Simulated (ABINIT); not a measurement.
# A GW chain in ABINIT: SiC (F-43m)

How does a plane-wave GW calculation on SiC (F-43m) run from the first input to the gap?

Method: PBE and many-body steps on it, plane waves, in ABINIT 10.8.3.

**Experimental background.**

- Gap 2.39 eV: band gap at cryogenic temperature; bulk crystal (literature value) (quoted in “Silicon carbide diodes for neutron detection”, 2020, arxiv:2009.14696).

- Gap 2.4 eV: Tauc optical (indirect) gap of annealed polycrystalline 3C-SiC; UV-VIS spectroscopic ellipsometry, Tauc analysis; film (CVD ultrathin polycrystalline film, annealed, about 5 nm grains) (“On-Demand CMOS-Compatible Fabrication of Ultrathin Self-Aligned SiC Nanowire Arrays”, 2018, pmc:6267454).

### 1. Set-up

Symmetry: F-43m, No. 216, cubic system. The conventional cell has a = 4.358 Å, b = 4.358 Å, c = 4.358 Å, α = 90.00°, β = 90.00°, γ = 90.00°. Si has 4 C at 1.89 Å nearest. C has 4 Si at 1.89 Å nearest. Farther neighbours are not listed.

The cell and positions come from the Crystallography Open Database and are kept as given unless a step says otherwise.

### 2. Ground state

This step: ABINIT 10.8.3; DFT, PBE, plane waves, norm-conserving pseudopotentials.

The ground-state density comes first.

The input, run.abi:

```
acell 3*1.0 Angstrom
rprim 
  -0.000000000000 2.179000000000 2.179000000000
  2.179000000000 -0.000000000000 2.179000000000
  2.179000000000 2.179000000000 -0.000000000000
ntypat 2
znucl 14 6
natom 2
typat 1 2
xred 
  0.000000000000 0.000000000000 0.000000000000
  0.250000000000 0.250000000000 0.250000000000
pp_dirpath "pseudos"
pseudos "Si.upf, C.upf"
ecut 37
ngkpt 8 8 8
nshiftk 1
shiftk 0 0 0
kptopt 1
chksymbreak 0
nband 9
occopt 1
tolvrs 1e-10
nstep 60
prtwf 0
optforces 0
optstress 0
indata_prefix "in"
outdata_prefix "out"
tmpdata_prefix "tmp"
```

On the command line:

```console
> OMP_NUM_THREADS=1 mpirun -n 8 abinit run.abi > log
```

Numbers of over 12 decimals in the logs are rounded to 6 here.

Log:

```text
.Version 10.8.3 of ABINIT. v10.8.2 released Aug 2026.

 Symmetries : space group F-4 3 m (#216); Bravais cF (face-center cubic)
================================================================================
 Values of the parameters that define the memory need of the present run
     intxc =       0    ionmov =       0      iscf =       7    lmnmax =       6
     lnmax =       6     mgfft =      32  mpssoang =       3    mqgrid =    3001
     natom =       2  nloc_mem =       1    nspden =       1   nspinor =       1
    nsppol =       1      nsym =      24    n1xccc =    2501    ntypat =       2
    occopt =       1   xclevel =       2
-    mband =           9        mffmem =           1         mkmem =           4
       mpw =        1514          nfft =       32768          nkpt =          29
================================================================================
  Rough estimation (10% accuracy) of disk space for files :
================================================================================

--------------------------------------------------------------------------------
------------- Echo of variables that govern the present computation ------------
--------------------------------------------------------------------------------
 -outvars: echo values of preprocessed input variables --------
            acell      1.8897261259E+00  1.8897261259E+00  1.8897261259E+00 Bohr

      chksymbreak           0
             ecut      3.70000000E+01 Hartree
-          fftalg         312

              ixc     -101130
              kpt      0.00000000E+00  0.00000000E+00  0.00000000E+00
                       1.25000000E-01  0.00000000E+00  0.00000000E+00
                       2.50000000E-01  0.00000000E+00  0.00000000E+00
                       3.75000000E-01  0.00000000E+00  0.00000000E+00
                       5.00000000E-01  0.00000000E+00  0.00000000E+00
                       1.25000000E-01  1.25000000E-01  0.00000000E+00
                       2.50000000E-01  1.25000000E-01  0.00000000E+00
                       3.75000000E-01  1.25000000E-01  0.00000000E+00
                       5.00000000E-01  1.25000000E-01  0.00000000E+00
   [... 18 further rows ...]
                      -3.75000000E-01  5.00000000E-01  1.25000000E-01
                      -2.50000000E-01  5.00000000E-01  2.50000000E-01
         kptrlatt        8    0    0      0    8    0      0    0    8
          kptrlen      4.65866071E+01
P           mkmem           4
            natom           2
            nband           9
            ngfft          32      32      32
             nkpt          29
            nstep          60
             nsym          24
           ntypat           2
              occ      2.000000  2.000000  2.000000  2.000000  0.000000  0.000000
[...]
optforces           0
        optstress           0
            prtwf           0
            rprim     -0.0000000000E+00  2.1790000000E+00  2.1790000000E+00
[...]
spgroup         216

           tolvrs      1.00000000E-10

             xred      0.0000000000E+00  0.0000000000E+00  0.0000000000E+00
[...]
znucl       14.00000    6.00000

================================================================================

 chkinp: Checking input parameters for consistency.

================================================================================
== DATASET  1 ==================================================================
-   mpi_nproc: 8, omp_nthreads: 1 (-1 if OMP is not activated)

--- !DatasetInfo
iteration_state: {dtset: 1, }
dimensions: {natom: 2, nkpt: 29, mband: 9, nsppol: 1, nspinor: 1, nspden: 1, mpw: 1514, }
cutoff_energies: {ecut:  37.0, pawecutdg:  -1.0, }
electrons: {nelect:   8.00000000E+00, charge:   0.00000000E+00, occopt:   1.00000000E+00, tsmear:   1.00000000E-02, }

 Real(R)+Recip(G) space primitive vectors, cartesian coordinates (Bohr,Bohr^-1):
 R(1)=  0.0000000  4.1177132  4.1177132  G(1)= -0.1214266  0.1214266  0.1214266
 R(2)=  4.1177132  0.0000000  4.1177132  G(2)=  0.1214266 -0.1214266  0.1214266
 R(3)=  4.1177132  4.1177132  0.0000000  G(3)=  0.1214266  0.1214266 -0.1214266
 Unit cell volume ucvol=  1.3963629E+02 bohr^3
 Angles (23,13,12)=  6.00000000E+01  6.00000000E+01  6.00000000E+01 degrees

 getcut: wavevector=  0.0000  0.0000  0.0000  ngfft=  32  32  32
         ecut(hartree)=     37.000   => boxcut(ratio)=   2.00684

--- Pseudopotential description ------------------------------------------------
- Si Generated using ONCVPSP code by D. R. Hamann
- 14.00000   4.00000  171031                  znucl, zion, pspdat
12 -101130 2 -1 1510                          pspcod,pspxc,lmax,lloc,mmax
     nproj     2     2     2
  pspatm : epsatm=    9.34321561
         --- l  ekb(1:nproj) -->
[...]
pspatm: atomic psp has been read  and splines computed

- C Generated using ONCVPSP code by D. R. Hamann
-  6.00000   4.00000  171031                  znucl, zion, pspdat
12 -101130 1 -1 1248                          pspcod,pspxc,lmax,lloc,mmax
     nproj     2     2     0
  pspatm : epsatm=    4.31346680
         --- l  ekb(1:nproj) -->
[...]
1   -4.199961   -0.877517
 pspatm: atomic psp has been read  and splines computed

   1.09253459E+02                                ecore*ucvol(ha*bohr**3)
--------------------------------------------------------------------------------

_setup2: Arith. and geom. avg. npw (full set) are    1500.803    1500.779

================================================================================

--- !BeginCycle
iteration_state: {dtset: 1, }
solver: {iscf: 7, nstep: 60, nline: 4, wfoptalg: 0, }
tolerances: {tolvrs: 1.00E-10, }

     iter   Etot(hartree)      deltaE(h)  residm     vres2
 ETOT  1  -10.168909568532    -1.017E+01 1.492E-01 3.560E+02
 ETOT  2  -10.231491617092    -6.258E-02 4.611E-03 1.493E+02
 ETOT  3  -10.269767516249    -3.828E-02 1.428E-01 1.358E-01
 ETOT  4  -10.269786963279    -1.945E-05 4.462E-02 3.686E-03
 ETOT  5  -10.269787210627    -2.473E-07 7.191E-05 1.612E-04
 ETOT  6  -10.269787226935    -1.631E-08 1.202E-03 9.974E-07
 ETOT  7  -10.269787227057    -1.216E-10 5.882E-03 9.720E-09
 ETOT  8  -10.269787227058    -9.539E-13 2.099E-03 2.203E-10
 ETOT  9  -10.269787227058    -5.151E-14 3.861E-03 3.480E-12

 At SCF step    9       vres2   =  3.48E-12 < tolvrs=  1.00E-10 =>converged.

--- !ResultsGS
iteration_state: {dtset: 1, }
comment   : Summary of ground state results
lattice_vectors:
- [ -0.0000000,   4.1177132,   4.1177132, ]
- [  4.1177132,  -0.0000000,   4.1177132, ]
- [  4.1177132,   4.1177132,  -0.0000000, ]
lattice_lengths: [   5.82333,    5.82333,    5.82333, ]
lattice_angles: [ 60.000,  60.000,  60.000, ] # degrees, (23, 13, 12)
lattice_volume:   1.3963629E+02
convergence: {deltae: -5.151E-14, res2:  3.480E-12, residm:  3.861E-03, diffor:  0.000E+00, }
etotal    :  -1.02697872E+01
entropy   :   0.00000000E+00
fermie    :   2.51183540E-01
cartesian_stress_tensor: null
pressure_GPa: null
xred      :
- [  0.0000E+00,   0.0000E+00,   0.0000E+00, Si]
- [  2.5000E-01,   2.5000E-01,   2.5000E-01,  C]
cartesian_forces: null
force_length_stats: {min: null, max: null, mean: null, }

 Integrated electronic density in atomic spheres:
 ------------------------------------------------
 Atom  Sphere_radius  Integrated_density
    1        2.00000          1.92719290
    2        2.00000          4.23371404
================================================================================

 ----iterations are completed or convergence reached----

 Mean square residual over all n,k,spin=   14.795E-06; max=  38.608E-04
 reduced coordinates (array xred) for    2 atoms
       0.000000000000      0.000000000000      0.000000000000
       0.250000000000      0.250000000000      0.250000000000
 rms dE/dt=  0.0000E+00; max dE/dt=  0.0000E+00; dE/dt below (all hartree)
    1       0.000000000000      0.000000000000      0.000000000000
    2       0.000000000000      0.000000000000      0.000000000000

 cartesian coordinates (angstrom) at end:
    1      0.000000     0.000000     0.000000
    2      1.089500     1.089500     1.089500
 length scales=  1.889726125908  1.889726125908  1.889726125908 bohr
              =  1.000000000000  1.000000000000  1.000000000000 angstroms
 prteigrs : about to open file out_EIG
 Fermi (or HOMO) energy (hartree) =   0.25118   Average Vxc (hartree)=  -0.41495
 Eigenvalues (hartree) for nkpt=  29  k points:
 kpt#   1, nband=  9, wtk=  0.00195, kpt=  0.0000  0.0000  0.0000 (reduced coord)
  -0.31511    0.25118    0.25118    0.25118    0.47989    0.51987    0.51987    0.51987
   0.78510
 prteigrs : prtvol=0 or 1, do not print more k-points.

--- !EnergyTerms
iteration_state     : {dtset: 1, }
comment             : Components of total free energy in Hartree
kinetic             :  5.89032805913900E+00
hartree             :  1.16700143504615E+00
xc                  : -3.77898474893224E+00
Ewald energy        : -1.04656108775139E+01
psp_core            :  7.82414532507906E-01
local_psp           : -4.12559242220302E+00
non_local_psp       :  2.60656794897945E-01
total_energy        : -1.02697872270581E+01
total_energy_eV     : -2.79455146899521E+02
band_energy         :  2.75566795094551E-01

== END DATASET(S) ==============================================================
================================================================================

 -outvars: echo values of variables after computation  --------
           etotal     -1.0269787227E+01
            nband           9
             nkpt          29
          spgroup         216
 [... the other variables as echoed above ...]

 Calculation completed.
```

It took 3.2 s on 8 MPI ranks of Arm Neoverse V1, shared host; peak memory 0.47 GiB; 25 s of CPU time.

This step gave:

```
total energy               : -279.4551 eV
gap                        : 1.361 eV
k of the valence top       : 0, 0, 0
k of the conduction bottom : 0.5, 0.5, 0
least direct gap           : 4.553 eV
```

The gap is indirect, with the least direct gap 3.19 eV higher.

(Part 1 of 3 ends here.)

[Paths, hosts, dates, memory and timing lines, banners, echoed tables and standing remarks are left out of the program output.]

[Logs are printed without paths, hosts, clocks, repeated set-up lines and the standing remarks that a program may print on its own settings, such as how far it seeks lower states.]

[Runs of the session that timed out or met a known fault of the program may be left out.]

[No measured gap is set beside runs whose start may be inverted or whose files or cutoffs have a known fault.]

[Hosts, paths, dates, database ids (printed as entryN), source tags and the programs' standing remarks are cut or masked in the printed files.]

[G0W0 gaps are taken among the corrected bands and points alone; a level outside them can change the order at an edge.]

[Where Ansatz stands beside ABINIT at settings called matched, ABINIT's density can come from a denser mesh and the files from another edition; pairs whose starting gaps differed by over 0.03 eV were left out, so agreement reads better than it is.]
